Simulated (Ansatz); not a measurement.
**Pb2C (model cell, started as antifluorite): following an unstable mode**

Aim: this structure of Pb2C (model cell, started as antifluorite) is to be tested for unstable modes, and one is followed downhill.

Calculated with Ansatz 0.2.0; DFT PBEsol, scalar-relativistic, plane waves, PAW; PAW set soft_1.

This is a report of a sequence of runs, with the program logs left out and the cost of each run kept.

The structure was built from a prototype and need not be the compound's stable phase.

### Step 1. Set-up

Symmetry: Fm-3m, No. 225, cubic system. The conventional cell has a = 6.489 Å, b = 6.489 Å, c = 6.489 Å, α = 90.00°, β = 90.00°, γ = 90.00°. Nearest to C lie 8 Pb at 2.81 Å. Nearest to Pb lie 4 C at 2.81 Å. Farther neighbours, and contacts between anions beyond the nearest, are not listed.

As a file:

```cif
data_structure
_symmetry_space_group_name_H-M 'P 1'
_symmetry_Int_Tables_number 1
_cell_length_a 4.5887
_cell_length_b 4.5887
_cell_length_c 4.5887
_cell_angle_alpha 60.000
_cell_angle_beta 60.000
_cell_angle_gamma 60.000
_cell_volume 68.32
loop_
_atom_site_label
_atom_site_type_symbol
_atom_site_fract_x
_atom_site_fract_y
_atom_site_fract_z
_atom_site_occupancy
C1 C 0.00000 0.00000 0.00000 1
Pb2 Pb 0.25000 0.25000 0.25000 1
Pb3 Pb 0.75000 0.75000 0.75000 1
```

### Step 2. The dispersion

Stability and thermal properties need the whole zone. Linear response on a 4×4×4 q mesh gives force constants as far as a supercell of that size would.

The input, input.yaml:

```yaml
crystal:
  lattice:
    - [0.0, 3.244667677, 3.244667677]
    - [3.244667677, 0.0, 3.244667677]
    - [3.244667677, 3.244667677, 0.0]
  atoms:
    - { symbol: C, position: [0.0, 0.0, 0.0] }
    - { symbol: Pb, position: [0.25, 0.25, 0.25] }
    - { symbol: Pb, position: [0.75, 0.75, 0.75] }
kpoints:
  mp_grid: { grid: [12, 12, 12] }
hamiltonian:
  xc: pbesol
  pseudopotentials: { kind: paw, azcp: { folder: soft_1 }, xc_functional: pbe }
scf:
  occupations: { method: methfessel_paxton, width: 0.2 }
output:
  eigenvalues: true
phonons:
  method: dfpt
  qmesh: [4, 4, 4]
  temperatures: { t_max: 1000, t_step: 50 }
  qpath:
    path:
      - [[0.0, 0.0, 0.0], [0.5, 0.0, 0.5], [0.625, 0.25, 0.625]]
      - [[0.375, 0.375, 0.75], [0.0, 0.0, 0.0], [0.5, 0.5, 0.5], [0.5, 0.25, 0.75], [0.5, 0.0, 0.5]]
    npoints: 10
```

Launch:

```console
$ ansatz run input.yaml --threads 4 --pin off --max-ram 10240MiB --backend cpu --events-out ev --progress --plain --runs-dir out
```

Wall time 10 min (4 threads of Arm Neoverse V2, shared host); peak memory 5.2 GiB.

Read from the output:

* volume per atom: 22.77 Å³
* gap on the k-mesh: 0 eV
* sum-rule residual before enforcement: 1.23e-4 eV/Å²
* lowest frequency on the path: -81.14 cm⁻¹
* point group: m-3m
* highest frequency on path, mesh or solved points: 234.2 cm⁻¹
* highest optical mode at the zone centre (no LO-TO term): 121.4 cm⁻¹
* lowest optical zone-centre mode: 100.3 cm⁻¹
* lowest mode on the q mesh (acoustic modes at Γ apart): -81.14 cm⁻¹

Frequencies (cm⁻¹) solved at each irreducible wavevector; negative means imaginary. Frequencies by wavevector, by row:

| q in reciprocal lattice units | star | mode 1 | mode 2 | mode 3 | mode 4 | mode 5 | mode 6 | mode 7 | mode 8 | mode 9 |
| --- | --- | --- | --- | --- | --- | --- | --- | --- | --- | --- |
| 0 0 0 | 1 | 0 | 0 | 0 | 100.3 | 100.3 | 100.3 | 121.4 | 121.4 | 121.4 |
| 0 0 0.25 | 8 | 33.7 | 33.7 | 49.6 | 91.1 | 91.1 | 92.1 | 135.2 | 135.2 | 225.4 |
| 0 0 -0.5 | 4 | 64.5 | 64.5 | 70.8 | 70.8 | 71 | 84.2 | 129.7 | 129.7 | 171 |
| 0 0.25 0.25 | 6 | -20.8 | -20.8 | 67.6 | 79.2 | 99.5 | 99.5 | 129.8 | 129.8 | 225.7 |
| 0 0.25 -0.5 | 24 | 29.9 | 30.8 | 35.2 | 87.7 | 91.1 | 97.6 | 103.6 | 122.2 | 205.2 |
| 0 0.25 -0.25 | 12 | -18.1 | 63.5 | 67.5 | 68 | 78.4 | 102.8 | 139.4 | 171 | 179.7 |
| 0 -0.5 -0.5 | 3 | -24.3 | 6 | 6 | 61 | 61 | 100 | 100 | 110.4 | 231.6 |
| 0.25 -0.5 -0.25 | 6 | -81.1 | -23.2 | -8.6 | 69.1 | 69.1 | 107.8 | 112.2 | 178.2 | 178.2 |

Interpolated from a 4×4×4 q mesh. The phonon branches at the labelled points (cm⁻¹):

| point | branch 1 | branch 2 | branch 3 | branch 4 | branch 5 | branch 6 | branch 7 | branch 8 | branch 9 |
| --- | --- | --- | --- | --- | --- | --- | --- | --- | --- |
| Γ | 0 | 0 | 0 | 100 | 100 | 100 | 121 | 121 | 121 |
| halfway | -21 | -21 | 68 | 79 | 100 | 100 | 130 | 130 | 226 |
| X | -24 | 6 | 6 | 61 | 61 | 100 | 100 | 110 | 232 |
| halfway | -24 | 18 | 20 | 64 | 64 | 98 | 99 | 114 | 225 |
| U | -23 | 36 | 37 | 77 | 77 | 96 | 100 | 120 | 209 |
| jump to K | -23 | 36 | 37 | 77 | 77 | 96 | 100 | 120 | 209 |
| halfway | -14 | 49 | 65 | 81 | 81 | 101 | 139 | 161 | 214 |
| Γ | 0 | 0 | 0 | 100 | 100 | 100 | 121 | 121 | 121 |
| halfway | 34 | 34 | 50 | 91 | 91 | 92 | 135 | 135 | 225 |
| L | 64 | 64 | 71 | 71 | 71 | 84 | 130 | 130 | 171 |
| halfway | 32 | 34 | 58 | 72 | 82 | 99 | 108 | 163 | 168 |
| W | -81 | -23 | -9 | 69 | 69 | 108 | 112 | 178 | 178 |
| halfway | -43 | -24 | 2 | 37 | 92 | 103 | 111 | 113 | 219 |
| X | -24 | 6 | 6 | 61 | 61 | 100 | 100 | 110 | 232 |

Symmetry leaves 8 wavevectors to solve. The lowest mode among them, the acoustic zeros apart, lies at q = (0.25, -0.5, -0.25) and is imaginary, 81.1i cm⁻¹, so the energy falls along it.

### Step 3. The mode frozen in, largest atomic shift 0 Å

The mode followed lies at q = (0.25, -0.5, -0.25) with frequency 81.1i cm⁻¹, the softest among the wavevectors solved. At small amplitude the pattern taken leaves space group no. 141 by a symmetry search on the positions. The undistorted cell that holds it gives the zero of energy on the same k mesh.

System of this step: Pb2C (model cell, started as antifluorite). Symmetry: Fm-3m, No. 225, cubic system. Conventional cell: a = 6.489 Å, b = 6.489 Å, c = 6.489 Å, α = 90.00°, β = 90.00°, γ = 90.00°. C has 8 Pb at 2.81 Å nearest. Pb has 4 C at 2.81 Å nearest. Farther neighbours, and contacts between anions beyond the nearest, are not listed.

The input, input.yaml:

```yaml
crystal:
  lattice:
    - [0.0, 0.0, -6.4893353541]
    - [6.4893353541, 0.0, 0.0]
    - [3.244667677, -6.4893353541, -3.244667677]
  atoms:
    - { symbol: C, position: [0.75, 0.25, 0.5] }
    - { symbol: C, position: [0.25, 0.75, 0.5] }
    - { symbol: C, position: [0.5, 0.5, 0.0] }
    - { symbol: C, position: [0.0, 0.0, 0.0] }
    - { symbol: Pb, position: [0.625, 0.625, 0.25] }
    - { symbol: Pb, position: [0.125, 0.125, 0.25] }
    - { symbol: Pb, position: [0.375, 0.875, 0.75] }
    - { symbol: Pb, position: [0.875, 0.375, 0.75] }
    - { symbol: Pb, position: [0.375, 0.375, 0.75] }
    - { symbol: Pb, position: [0.875, 0.875, 0.75] }
    - { symbol: Pb, position: [0.125, 0.625, 0.25] }
    - { symbol: Pb, position: [0.625, 0.125, 0.25] }
kpoints:
  mp_grid: { grid: [6, 6, 6] }
hamiltonian:
  xc: pbesol
  pseudopotentials: { kind: paw, azcp: { folder: soft_1 }, xc_functional: pbe }
scf:
  occupations: { method: methfessel_paxton, width: 0.2 }
output:
  forces: true
  stress: true
  eigenvalues: true
```

The job ended after 9.4 s (4 threads; peak memory 1.1 GiB).

Numbers from this step:

* pressure: -4.73e-4 GPa
* energy from the undistorted cell: 0 meV/atom

The run ends at a pressure of 0.00 GPa.

### Step 4. The mode frozen in, largest atomic shift 0.32 Å

The atoms are moved along the unstable eigenvector, the largest shift by 0.32 Å, with the cell fixed.

input.yaml, the sections that differ from step 3:

```yaml
crystal:
  lattice:
    - [0.0, 0.0, -6.4893353541]
    - [6.4893353541, 0.0, 0.0]
    - [3.244667677, -6.4893353541, -3.244667677]
  atoms:
    - { symbol: C, position: [0.7746558378, 0.2746558378, 0.4506883244] }
    - { symbol: C, position: [0.2253441622, 0.7253441622, 0.5493116756] }
    - { symbol: C, position: [0.5246558378, 0.5246558378, -0.0493116756] }
    - { symbol: C, position: [-0.0246558378, -0.0246558378, 0.0493116756] }
    - { symbol: Pb, position: [0.6226922047, 0.625, 0.25] }
    - { symbol: Pb, position: [0.1273077953, 0.125, 0.25] }
    - { symbol: Pb, position: [0.375, 0.8773077953, 0.75] }
    - { symbol: Pb, position: [0.875, 0.3726922047, 0.75] }
    - { symbol: Pb, position: [0.375, 0.3726922047, 0.75] }
    - { symbol: Pb, position: [0.875, 0.8773077953, 0.75] }
    - { symbol: Pb, position: [0.1273077953, 0.625, 0.25] }
    - { symbol: Pb, position: [0.6226922047, 0.125, 0.25] }
# kpoints, hamiltonian, scf, output: as in step 3
```

The job ended after 10 s (4 threads; peak memory 1.1 GiB; 41 s of CPU time).

This step gave:

```
pressure                         : 0.3243 GPa
energy from the undistorted cell : -2.554 meV/atom
```

The energy, extrapolated to zero smearing, is -2.55 meV/atom against the undistorted cell.

The run ends at a pressure of 0.32 GPa, with forces up to 0.026 eV/Å.

### Step 5. Energy along the mode, all amplitudes (two of the runs are shown above)

An imaginary frequency means negative curvature, so the energy should fall and then rise again as anharmonic terms take over.

This step gave:

| Property | Result |
| --- | --- |
| depth at the lowest point sampled | 2.554 meV/atom |
| largest atomic shift at that point | 0.32 Å |

Table of energy from the parent by largest atomic shift:

| largest atomic shift (Å) | energy from the parent (meV/atom) |
| --- | --- |
| 0.000 | 0 |
| 0.040 | -0.117 |
| 0.080 | -0.416 |
| 0.140 | -1.03 |
| 0.220 | -1.91 |
| 0.320 | -2.55 |
| 0.450 | -1.37 |
| 0.600 | 2.82 |

Displacement at unit largest shift by atom:

| atom | x (Å) | y (Å) | z (Å) | size |
| --- | --- | --- | --- | --- |
| C1 | 0.00 | 1.00 | 0.00 | 1.00 |
| C2 | 0.00 | -1.00 | 0.00 | 1.00 |
| C3 | 0.00 | 1.00 | 0.00 | 1.00 |
| C4 | 0.00 | -1.00 | 0.00 | 1.00 |
| Pb5 | 0.00 | 0.00 | 0.05 | 0.05 |
| Pb6 | 0.00 | 0.00 | -0.05 | 0.05 |
| Pb7 | 0.05 | 0.00 | 0.00 | 0.05 |
| Pb8 | -0.05 | 0.00 | 0.00 | 0.05 |
| Pb9 | -0.05 | 0.00 | 0.00 | 0.05 |
| Pb10 | 0.05 | 0.00 | 0.00 | 0.05 |
| Pb11 | 0.00 | 0.00 | -0.05 | 0.05 |
| Pb12 | 0.00 | 0.00 | 0.05 | 0.05 |

The lowest step is at 0.32 Å, 2.55 meV/atom below the parent, and the energy rises beyond it.

### Step 6. Relaxing from the distorted cell

Starting from the lowest point found, all atoms and the cell are let go, so that strain and other modes of the same symmetry can join in.

input.yaml: that of step 4 with these lines changed.

```diff
@@ -29 +29,6 @@
   eigenvalues: true
+relax:
+  adjacent_minimum: "off"
+  f_tol: 0.002
+  max_steps: 120
+  cell: { stress_tol: 0.03 }
```

The job ended after 77 s (4 threads; peak memory 1.1 GiB; 5 min of CPU time).

Step by step:

| step | energy less that of the first step (eV) | largest force component (eV/Å) | pressure (GPa) | volume (Å³) |
| --- | --- | --- | --- | --- |
| 1 | 0.0000 | 0.0261 | 0.32 | 273.28 |
| 2 | 0.0263 | 0.1931 | -0.93 | 278.39 |
| 3 | -0.0015 | 0.0037 | -0.04 | 274.82 |
| 4 | -0.0015 | 0.0034 | -0.01 | 274.67 |
| 5 | -0.0016 | 0.0029 | 0.00 | 274.68 |
| 6 | -0.0016 | 0.0002 | 0.00 | 274.77 |
| 7* | -0.0022 | 0.0002 | 0.00 | 274.77 |

Relaxation steps marked * repeat the geometry before them on a plane-wave basis chosen anew for their cell, so energy and pressure can jump there. Relaxation step 2 was tried and not accepted.

Forces are held to the 16 operations that the program found; a distortion that breaks them can't arise in this run.

| conventional cell, symmetrised | before | after | change |
| --- | --- | --- | --- |
| a (Å) | 6.489 | 6.492 | +0.0 % |
| b (Å) | 6.489 | 6.492 | +0.0 % |
| c (Å) | 12.979 | 13.038 | +0.5 % |
| volume (Å³/atom) | 22.77 | 22.90 | +0.5 % |

The atoms that moved most (Å, as changes of fractional coordinates times the final cell):

| atom | dx | dy | dz | length |
| --- | --- | --- | --- | --- |
| C2 | 0.000 | -0.016 | 0.000 | 0.016 |
| C1 | 0.000 | 0.016 | 0.000 | 0.016 |
| C4 | 0.000 | -0.016 | 0.000 | 0.016 |
| C3 | 0.000 | 0.016 | 0.000 | 0.016 |

The relaxed structure:

```cif
data_structure
_symmetry_space_group_name_H-M 'P 1'
_symmetry_Int_Tables_number 1
_cell_length_a 6.4923
_cell_length_b 6.4923
_cell_length_c 7.9730
_cell_angle_alpha 65.975
_cell_angle_beta 65.975
_cell_angle_gamma 90.000
_cell_volume 274.77
loop_
_atom_site_label
_atom_site_type_symbol
_atom_site_fract_x
_atom_site_fract_y
_atom_site_fract_z
_atom_site_occupancy
C1 C 0.77586 0.27586 0.44829 1
C2 C 0.22414 0.72414 0.55171 1
C3 C 0.52586 0.52586 0.94829 1
C4 C 0.97414 0.97414 0.05171 1
Pb5 Pb 0.62238 0.62500 0.25000 1
Pb6 Pb 0.12762 0.12500 0.25000 1
Pb7 Pb 0.37500 0.87762 0.75000 1
Pb8 Pb 0.87500 0.37238 0.75000 1
Pb9 Pb 0.37500 0.37238 0.75000 1
Pb10 Pb 0.87500 0.87762 0.75000 1
Pb11 Pb 0.12762 0.62500 0.25000 1
Pb12 Pb 0.62238 0.12500 0.25000 1
```

This step gave:

- pressure: 0.003225 GPa
- volume per atom: 22.90 Å³

The distorted start has space group I4_1/amd; the relaxation ends in I4_1/amd.

### Step 7. Results

```yaml
unstable_mode_of_the_parent: q = (0.25, -0.5, -0.25), 81i cm⁻¹
depth_at_the_lowest_point_sampled: 2.55 meV/atom
largest_atomic_shift_at_that_point: 0.32 Å
space_group_reached: I4_1/amd
energy_gained_over_the_parent_first_relaxation_on_the_mesh_of_the_frozen_mode: 2.73 meV/atom
volume_per_atom_phase_reached: 22.9 Å³
```

Along this mode the structure falls into I4_1/amd, 2.73 meV/atom below the parent. At the parent's cell the well is 2.554 meV/atom deep on the steps tried, with its lowest point at a shift of 0.32 Å. Relaxing atoms and cell changes the gain by +0.18 meV/atom against the lowest step (energies at zero smearing). The modes of the phase reached were not computed. Of the 2 patterns followed from this parent, this one ends 285 meV/atom above the lowest, P4_2/nmc. Each path keeps the symmetry of its pattern, so a lower phase may lie along a pattern not tried. With no gap, or one that is small against the smearing, the frequencies hang on the k mesh and the smearing, most of all near Kohn anomalies. Spin-orbit coupling is left out, which can matter for the heavy elements here. The PAW files were made for PBE and serve the other functionals too. A phonon run warned that its eigensolver left some bands unconverged in a pass. The starting cell was built on a prototype and not taken from a measurement, so the phase need not exist.

[Long decimals in the printed logs are rounded to 6 places.]

[Logs are printed without paths, hosts, clocks, repeated set-up lines and the standing remarks that a program may print on its own settings, such as how far it seeks lower states.]

[Hosts, paths, dates, database ids (printed as entryN), source tags and the programs' standing remarks are cut or masked in the printed files.]

[Where the starting crystal was built by hand or by swapping elements, it need not be the compound's stable phase.]
